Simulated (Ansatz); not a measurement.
# Na on Pt(100): change of the work function

Aim: the work function of Pt(100) at several coverages of Na (hollow site), and the dipole that each adsorbate carries.

Calculated with Ansatz 0.2.0; plane-wave DFT, PBE, Ansatz PAW.

The raw output is cut from this account; settings, times and results stay.

## (1) Starting point

The cell holds 4 atoms: 4 Pt. Its edges and angles: a = 2.772 Å, b = 2.772 Å, c = 23.880 Å, α = 90.0°, β = 90.0°, γ = 90.0°. Vacuum lies along c.

## (2) The clean slab

The bare slab comes first, as the zero from which every change is counted. The two lowest layers are held at bulk places and the upper ones relax. The dipole correction removes the false field that a one-sided slab makes across the periodic vacuum, so each face gets a flat vacuum level of its own.

File input.yaml:

```yaml
crystal:
  lattice:
    - [2.7718585823, 0.0, 0.0]
    - [0.0, 2.7718585823, 0.0]
    - [0.0, 0.0, 23.88]
  atoms:
    - { symbol: Pt, position: [0.5, 0.5, 0.3768844221] }
    - { symbol: Pt, position: [0.0, 0.0, 0.458961474] }
    - { symbol: Pt, position: [0.5, 0.5, 0.541038526] }
    - { symbol: Pt, position: [0.0, 0.0, 0.6231155779] }
kpoints:
  mp_grid: { grid: [12, 12, 1] }
hamiltonian:
  xc: pbe
scf:
  occupations: { method: fermi_dirac, width: 0.1 }
  convergence: { dr2_threshold: 1.0e-08 }
efield:
  axis: 3
  dipole_correction: true
  ramp_position: 0.97
  ramp_width: 0.06
relax:
  f_tol: 0.02
  max_steps: 60
  constraints: [{ sites: [0, 1] }]
output:
  write_potential: true
  write_density: true
  volumetric_format: npy
```

The run is started by

```console
ansatz run input.yaml --threads 4 --pin off --max-ram 16384MiB --backend cpu --events-out ev --progress --plain --runs-dir out
```

Run time: 23 s. Hardware: 4 threads of Arm Neoverse V1, shared host; peak memory 0.54 GiB.

Relaxation path:

```csv
step,energy less that of the first step (eV),largest force component (eV/Å)
1,0.0000,0.2113
2,0.0000,0.1645
3,-0.0077,0.0265
4,-0.0078,0.0008
```

The run keeps the 8 symmetry operations that the program found, so distortions that break them were not tested.

The atoms that moved most (Å):

```csv
atom,dx,dy,dz,length
Pt4,0.000,0.000,0.058,0.058
Pt3,0.000,0.000,0.045,0.045
```

Final coordinates:

```xyz
4
Lattice="2.7719 0.0000 0.0000 0.0000 2.7719 0.0000 0.0000 0.0000 23.8800" Properties=species:S:1:pos:R:3
Pt    1.3859    1.3859    9.0000
Pt    0.0000    0.0000   10.9600
Pt    1.3859    1.3859   12.9651
Pt    0.0000    0.0000   14.9385
```

Read from the output:

```yaml
energy_at_zero_smearing: -50090.3311 eV
work_function_upper_face: 5.655 eV
dipole_along_the_normal: -1.31e-4 e·Å
```

Running mean over 1.96 Å of the planar mean; the ramp of the sawtooth is left out. The electron's electrostatic potential energy less the Fermi level by z:

z (Å), electron's electrostatic potential energy less the Fermi level (eV) and a bar from the least value:
```
      3.0        5.7 ##############################
      3.5        5.7 ##############################
      4.0        5.7 ##############################
      4.5        5.7 ##############################
      5.0        5.6 ##############################
      5.5        5.6 ##############################
      6.0        5.6 ##############################
      6.5        5.5 ##############################
      7.0        5.0 #############################
      7.5        2.6 #########################
      8.0       -3.0 ###############
      8.5       -8.8 ######
      9.0      -11.3 #
      9.5      -11.8 #
     10.0      -12.0 
     10.5      -12.1 
     11.0      -12.1 
     11.5      -11.9 
     12.0      -11.7 #
     12.5      -11.9 
     13.0      -12.1 
     13.5      -12.0 
     14.0      -11.8 #
     14.5      -11.7 #
     15.0      -11.1 ##
     15.5       -8.2 #######
     16.0       -2.2 #################
     16.5        3.1 ##########################
     17.0        5.1 #############################
     17.5        5.5 ##############################
     18.0        5.6 ##############################
     18.5        5.6 ##############################
     19.0        5.7 ##############################
     19.5        5.7 ##############################
     20.0        5.7 ##############################
     20.5        5.7 ##############################
```

The relaxation took 4 steps and lowered the energy by 0.0078 eV; the largest force on the free atoms ends at 8.2e-4 eV/Å.

The work function of the upper face is 5.66 eV.

## (3) The covered slab, k-mesh 4×4×1, coverage 0.111 ML

System of this step: Na/Pt(100). The cell holds 37 atoms: 36 Pt and 1 Na. Its edges and angles: a = 8.316 Å, b = 8.316 Å, c = 26.354 Å, α = 90.0°, β = 90.0°, γ = 90.0°. Vacuum lies along c.

The clean slab as it ended is repeated in the plane and the adsorbate is set on one face; the cell's size fixes the coverage, and the k-mesh shrinks with it to keep the sampling density about even. Adsorbate and upper layers relax, since the dipole depends on the height.

File input.yaml:

```yaml
crystal:
  lattice:
    - [8.3155757469, 0.0, 0.0]
    - [0.0, 8.3155757469, 0.0]
    - [0.0, 0.0, 26.3539094495]
  atoms:
    - { symbol: Pt, position: [0.1666666667, 0.1666666667, 0.3415053094] }
    - { symbol: Pt, position: [0.0, 0.0, 0.4158775767] }
    - { symbol: Pt, position: [0.1666666667, 0.1666666667, 0.4919595813] }
    - { symbol: Pt, position: [0.0, 0.0, 0.5668416639] }
    - { symbol: Pt, position: [0.1666666667, 0.5, 0.3415053094] }
    - { symbol: Pt, position: [0.0, 0.3333333333, 0.4158775767] }
    - { symbol: Pt, position: [0.1666666667, 0.5, 0.4919595813] }
    - { symbol: Pt, position: [0.0, 0.3333333333, 0.5668416639] }
[... 25 atom lines left out ...]
    - { symbol: Pt, position: [0.6666666667, 0.6666666667, 0.4158775767] }
    - { symbol: Pt, position: [0.8333333333, 0.8333333333, 0.4919595813] }
    - { symbol: Pt, position: [0.6666666667, 0.6666666667, 0.5668416639] }
    - { symbol: Na, position: [0.1666666667, 0.1666666667, 0.6584946906] }
kpoints:
  mp_grid: { grid: [4, 4, 1] }
hamiltonian:
  xc: pbe
scf:
  occupations: { method: fermi_dirac, width: 0.1 }
  convergence: { dr2_threshold: 1.0e-08 }
efield:
  axis: 3
  dipole_correction: true
  ramp_position: 0.97
  ramp_width: 0.06
relax:
  f_tol: 0.02
  max_steps: 60
  constraints:
    - { sites: [0, 1, 4, 5, 8, 9, 12, 13, 16, 17, 20, 21, 24, 25, 28, 29, 32, 33] }
output:
  write_potential: true
  write_density: true
  volumetric_format: npy
```

The job ended after 14 min (4 threads; peak memory 12 GiB).

Step by step:

```csv
step,energy less that of the first step (eV),largest force component (eV/Å)
1,0.0000,0.3892
2,-0.0241,0.1878
3,-0.0324,0.0351
4,-0.0327,0.0030
```

The run keeps the 8 symmetry operations that the program found, so distortions that break them were not tested.

The atoms that moved most (Å):

```csv
atom,dx,dy,dz,length
Na37,0.000,0.000,-0.140,0.140
Pt4,-0.006,-0.006,0.012,0.015
Pt16,0.006,-0.006,0.012,0.015
Pt8,-0.006,0.006,0.012,0.015
Pt20,0.006,0.006,0.012,0.015
Pt28,0.000,-0.001,0.009,0.009
Pt12,-0.001,0.000,0.009,0.009
Pt24,0.001,0.000,0.009,0.009
```

Final coordinates:

```xyz
37
Lattice="8.3156 0.0000 0.0000 0.0000 8.3156 0.0000 0.0000 0.0000 26.3539" Properties=species:S:1:pos:R:3
Pt    1.3859    1.3859    9.0000
Pt    0.0000    0.0000   10.9600
Pt    1.3859    1.3859   12.9740
Pt   -0.0064   -0.0064   14.9505
Pt    1.3859    4.1578    9.0000
Pt    0.0000    2.7719   10.9600
Pt    1.3859    4.1582   12.9695
Pt   -0.0064    2.7782   14.9505
Pt    1.3859    6.9296    9.0000
Pt    0.0000    5.5437   10.9600
Pt    1.3859    6.9292   12.9695
Pt   -0.0013    5.5437   14.9474
Pt    4.1578    1.3859    9.0000
Pt    2.7719    0.0000   10.9600
Pt    4.1582    1.3859   12.9695
Pt    2.7782   -0.0064   14.9505
Pt    4.1578    4.1578    9.0000
Pt    2.7719    2.7719   10.9600
Pt    4.1591    4.1591   12.9667
Pt    2.7782    2.7782   14.9505
Pt    4.1578    6.9296    9.0000
Pt    2.7719    5.5437   10.9600
Pt    4.1591    6.9283   12.9667
Pt    2.7731    5.5437   14.9474
Pt    6.9296    1.3859    9.0000
Pt    5.5437    0.0000   10.9600
Pt    6.9292    1.3859   12.9695
Pt    5.5437   -0.0013   14.9474
Pt    6.9296    4.1578    9.0000
Pt    5.5437    2.7719   10.9600
Pt    6.9283    4.1591   12.9667
Pt    5.5437    2.7731   14.9474
Pt    6.9296    6.9296    9.0000
Pt    5.5437    5.5437   10.9600
Pt    6.9283    6.9283   12.9667
Pt    5.5437    5.5437   14.9463
Na    1.3859    1.3859   17.2144
```

Read from the output:

```yaml
energy_at_zero_smearing: -452301.1670 eV
work_function_upper_face: 3.756 eV
work_function_lower_face: 5.665 eV
dipole_along_the_normal: 0.7297 e·Å
step_between_the_vacuum_levels: -1.910 eV
```

Running mean over 1.96 Å of the planar mean; the ramp of the sawtooth is left out. The electron's electrostatic potential energy less the Fermi level by z:

```csv
z (Å),electron's electrostatic potential energy less the Fermi level (eV)
4,5.66
5,5.66
6,5.62
7,4.97
8,-3.02
9,-11.3
10,-12.0
11,-12.1
12,-11.6
13,-12.1
14,-11.7
15,-11.1
16,-2.82
17,3.43
18,3.50
19,3.74
20,3.75
21,3.76
22,3.76
23,3.76
```

The relaxation took 4 steps and lowered the energy by 0.033 eV; the largest force on the free atoms ends at 0.0030 eV/Å.

The covered face has 3.76 eV, -1.90 eV against the clean one; the bare back face has moved by +0.01 eV, a measure of how thin the slab is.

## (4) Adsorbate added, k-mesh 6×6×1, coverage 0.25 ML

System of this step: Na/Pt(100). The cell holds 17 atoms: 16 Pt and 1 Na. Cell: a = 5.544 Å, b = 5.544 Å, c = 26.354 Å, α = 90.0°, β = 90.0°, γ = 90.0°. Vacuum lies along c.

Another coverage, to see how the dipoles act on each other as their distance changes.

File input.yaml:

```yaml
crystal:
  lattice:
    - [5.5437171646, 0.0, 0.0]
    - [0.0, 5.5437171646, 0.0]
    - [0.0, 0.0, 26.3539094495]
  atoms:
    - { symbol: Pt, position: [0.25, 0.25, 0.3415053094] }
    - { symbol: Pt, position: [0.0, 0.0, 0.4158775767] }
    - { symbol: Pt, position: [0.25, 0.25, 0.4919595813] }
    - { symbol: Pt, position: [0.0, 0.0, 0.5668416639] }
    - { symbol: Pt, position: [0.25, 0.75, 0.3415053094] }
    - { symbol: Pt, position: [0.0, 0.5, 0.4158775767] }
    - { symbol: Pt, position: [0.25, 0.75, 0.4919595813] }
    - { symbol: Pt, position: [0.0, 0.5, 0.5668416639] }
    - { symbol: Pt, position: [0.75, 0.25, 0.3415053094] }
    - { symbol: Pt, position: [0.5, 0.0, 0.4158775767] }
    - { symbol: Pt, position: [0.75, 0.25, 0.4919595813] }
    - { symbol: Pt, position: [0.5, 0.0, 0.5668416639] }
    - { symbol: Pt, position: [0.75, 0.75, 0.3415053094] }
    - { symbol: Pt, position: [0.5, 0.5, 0.4158775767] }
    - { symbol: Pt, position: [0.75, 0.75, 0.4919595813] }
    - { symbol: Pt, position: [0.5, 0.5, 0.5668416639] }
    - { symbol: Na, position: [0.25, 0.25, 0.6584946906] }
kpoints:
  mp_grid: { grid: [6, 6, 1] }
hamiltonian:
  xc: pbe
scf:
  occupations: { method: fermi_dirac, width: 0.1 }
  convergence: { dr2_threshold: 1.0e-08 }
efield:
  axis: 3
  dipole_correction: true
  ramp_position: 0.97
  ramp_width: 0.06
relax:
  f_tol: 0.02
  max_steps: 60
  constraints: [{ sites: [0, 1, 4, 5, 8, 9, 12, 13] }]
output:
  dos: { projected: true, e_range: [-8, 4] }
  write_potential: true
  write_density: true
  volumetric_format: npy
  elf: true
```

Run time: 3.3 min. Hardware: 4 threads; peak memory 3.5 GiB.

Relaxation path:

```csv
step,energy less that of the first step (eV),largest force component (eV/Å)
1,0.0000,0.6470
2,-0.0681,0.2995
3,-0.0834,0.1227
4,-0.0859,0.0081
```

The run keeps the 8 symmetry operations that the program found, so distortions that break them were not tested.

The atoms that moved most (Å):

```csv
atom,dx,dy,dz,length
Na17,0.000,0.000,-0.211,0.211
Pt16,0.010,0.010,0.025,0.028
Pt12,0.010,-0.010,0.025,0.028
Pt8,-0.010,0.010,0.025,0.028
Pt4,-0.010,-0.010,0.025,0.028
Pt3,0.000,0.000,0.018,0.018
Pt7,0.000,0.000,0.011,0.011
Pt11,0.000,0.000,0.011,0.011
```

The relaxed structure:

```xyz
17
Lattice="5.5437 0.0000 0.0000 0.0000 5.5437 0.0000 0.0000 0.0000 26.3539" Properties=species:S:1:pos:R:3
Pt    1.3859    1.3859    9.0000
Pt    0.0000    0.0000   10.9600
Pt    1.3859    1.3859   12.9833
Pt   -0.0102   -0.0102   14.9631
Pt    1.3859    4.1578    9.0000
Pt    0.0000    2.7719   10.9600
Pt    1.3859    4.1578   12.9760
Pt   -0.0102    2.7820   14.9631
Pt    4.1578    1.3859    9.0000
Pt    2.7719    0.0000   10.9600
Pt    4.1578    1.3859   12.9760
Pt    2.7820   -0.0102   14.9631
Pt    4.1578    4.1578    9.0000
Pt    2.7719    2.7719   10.9600
Pt    4.1578    4.1578   12.9581
Pt    2.7820    2.7820   14.9631
Na    1.3859    1.3859   17.1432
```

This step gave:

- energy at zero smearing: -201849.3093 eV
- work function, upper face: 2.280 eV
- work function, lower face: 5.668 eV
- dipole along the normal: 0.5755 e·Å
- step between the vacuum levels: -3.389 eV

The density of states has structure finer than the step of the table below, so its rows give means over 0.5 eV. Peaks (eV: height): -4.90: 45.5, -4.60: 43.8, -3.91: 51.2, -3.13: 51.7, -3.01: 46.8, -2.11: 49.4, 0.09: 60.7.

Density of states against energy, zero at the Fermi level; means over each step:

```csv
energy (eV),density of states (states/eV a cell)
-7.5,2.60
-7.0,4.09
-6.5,10.3
-6.0,17.6
-5.5,22.4
-5.0,18.0
-4.5,18.3
-4.0,24.9
-3.5,26.5
-3.0,29.8
-2.5,20.0
-2.0,29.2
-1.5,26.4
-1.0,27.6
-0.5,28.8
0.0,27.7
0.5,10.3
1.0,5.27
1.5,6.06
```

Projected DOS per atom over height of the atomic layer and energy from the Fermi level. Layers: Pt4 Pt4 Pt4 Pt4 Na from below.

Ten even steps from '_' (0.00 states/eV) to '@' (2.45 states/eV), each cell a mean:
```
__......::
..____..::
........__
------::__
######**__
%%**++##__
%%++==%%__
%%==++@@__
##++++##__
@@====@@__
**----##__
##@@@@##__
==++++++__
++****++__
========__
--++++--__
--####--__
::##**::__
..----..__
__::..____
__....____
__________
```
Columns: height of the atomic layer (Å) from 9 to 17.1 (not evenly spaced); rows upwards: energy from the Fermi level (eV) from -7.96 to 1.95.

Valence density in the ca plane at fractional y = 0.250, with atoms of Pt and Na within 0.2 Å of it. It is the smooth field of the valence electrons, not physical close to the nuclei.

Ten steps, logarithmic in the rise over the least value, from '0' (0 e/Å³) to '9' (15 e/Å³), each cell a mean:
```
12332222222223322222211000000000000000000000
24665322222346653211110000000000000000000000
47887421112478874211100000000000000000000000
47998521112479985211100000000000000000000000
47887421112478874211110000000000000000000000
24665322222346643221110000000000000000000000
12332222222223322222211000000000000000000000
12222222222222222222211000000000000000000000
23443222222234432222211111100000000000000000
36776321112367763211111257510000000000000000
47997521112479974211111489830000000000000000
47897521112479974211111489830000000000000000
36776321112367763211111256510000000000000000
23443222222234432222211111100000000000000000
12222222222222222222211000000000000000000000
```
Columns run along c (16.0 Å, from fractional 0.31 to 0.91 of the cell), rows up along a (5.5 Å). Atoms in or near the plane, at fractional coordinates: Pt at (0.34, 0.25), Pt at (0.49, 0.25), Pt at (0.34, 0.75), Pt at (0.49, 0.75), Na at (0.65, 0.25).

Electrostatic potential energy in the ca plane at fractional y = 0.250, with atoms of Pt and Na within 0.2 Å of it. With pseudopotentials it is smooth inside the atoms' cores, unlike the true potential.

Ten even steps from '0' (-70 eV) to '9' (9 eV), each cell a mean:
```
99889999999998899999999999999999999999999999
86446899999864468999999999999999999999999999
73002799999720027999999999999999999999999999
61001699999610016999999999999999999999999999
73002799999730027999999999999999999999999999
86446899999864468999999999999999999999999999
99889999999998899999999999999999999999999999
99999999999999999999999999999999999999999999
98668999999986689999999998899999999999999999
84114899999841148999999865689999999999999999
72001699999720016999999730279999999999999999
72001699999720016999999730279999999999999999
85214899999842148999999875689999999999999999
98768999999987789999999998899999999999999999
99999999999999999999999999999999999999999999
```
Columns run along c (16.0 Å, from fractional 0.31 to 0.91 of the cell; values clipped at the 3rd and 97th percentile), rows up along a (5.5 Å). Atoms in or near the plane, at fractional coordinates: Pt at (0.34, 0.25), Pt at (0.49, 0.25), Pt at (0.34, 0.75), Pt at (0.49, 0.75), Na at (0.65, 0.25).

(Continued in part 2 of 2.)

[Long decimals in the printed logs are rounded to 6 places.]

[Logs are printed without paths, hosts, clocks, repeated set-up lines and the standing remarks that a program may print on its own settings, such as how far it seeks lower states.]

[Hosts, paths, dates, database ids (printed as entryN), source tags and the programs' standing remarks are cut or masked in the printed files.]

[Maps of the electrostatic potential energy from Ansatz leave out the sawtooth potential of an applied field or a dipole correction, so their vacuum need not be flat; planar profiles and work functions include it.]

[The density of states shown here was stored with 400 of the rows of the run's finer table, so its peaks can read low, often by over a quarter, or be missed, and its means over a window can be off by a tenth or more.]
